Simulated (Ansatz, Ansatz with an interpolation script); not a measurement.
Rows from a G0W0 calculation on Cs2TlBiF6 (Fm-3m) (Ansatz 0.2.0; G0W0 on LDA, plane waves, PAW; PAW set soft_1; 4×4×4 mesh, 774 empty bands, screening to 130 eV, PAW set soft_1 files), in eV. Spin-orbit coupling is left out.

| row | k | band | start | Σx | Σc at the solution | Vxc |
| --- | --- | --- | --- | --- | --- | --- |
| A | Γ | v5 | 1.253 | -30.349 | 6.170 | -22.853 |
| B | Γ | v2 | 1.491 | -30.934 | 6.317 | -23.268 |
| C | Γ | c5 | 9.486 | -3.947 | -3.433 | -8.573 |
| D | Γ | c4 | 9.100 | -4.707 | -3.606 | -9.520 |
| E | Γ | c1 | 7.623 | -7.594 | -3.243 | -12.057 |
| F | Γ | v1 | 4.908 | -26.744 | 2.365 | -23.685 |

Question: Give the quasiparticle energies and the shift of each level.

The quasiparticle equation reads E = start + Σx + Σc(E) − Vxc.

| row | E (eV) | shift (eV) |
| --- | --- | --- |
| A | -0.073 | −1.326 |
| B | 0.141 | −1.349 |
| C | 10.678 | +1.193 |
| D | 10.306 | +1.206 |
| E | 8.844 | +1.220 |
| F | 4.214 | −0.694 |

The gap over the computed points goes from 2.72 eV to 4.63 eV.

Limits: not at the basis limit; no spin-orbit coupling.

[Runs of the session that timed out or met a known fault of the program may be left out.]

[Hosts, paths, dates, database ids (printed as entryN), source tags and the programs' standing remarks are cut or masked in the printed files.]
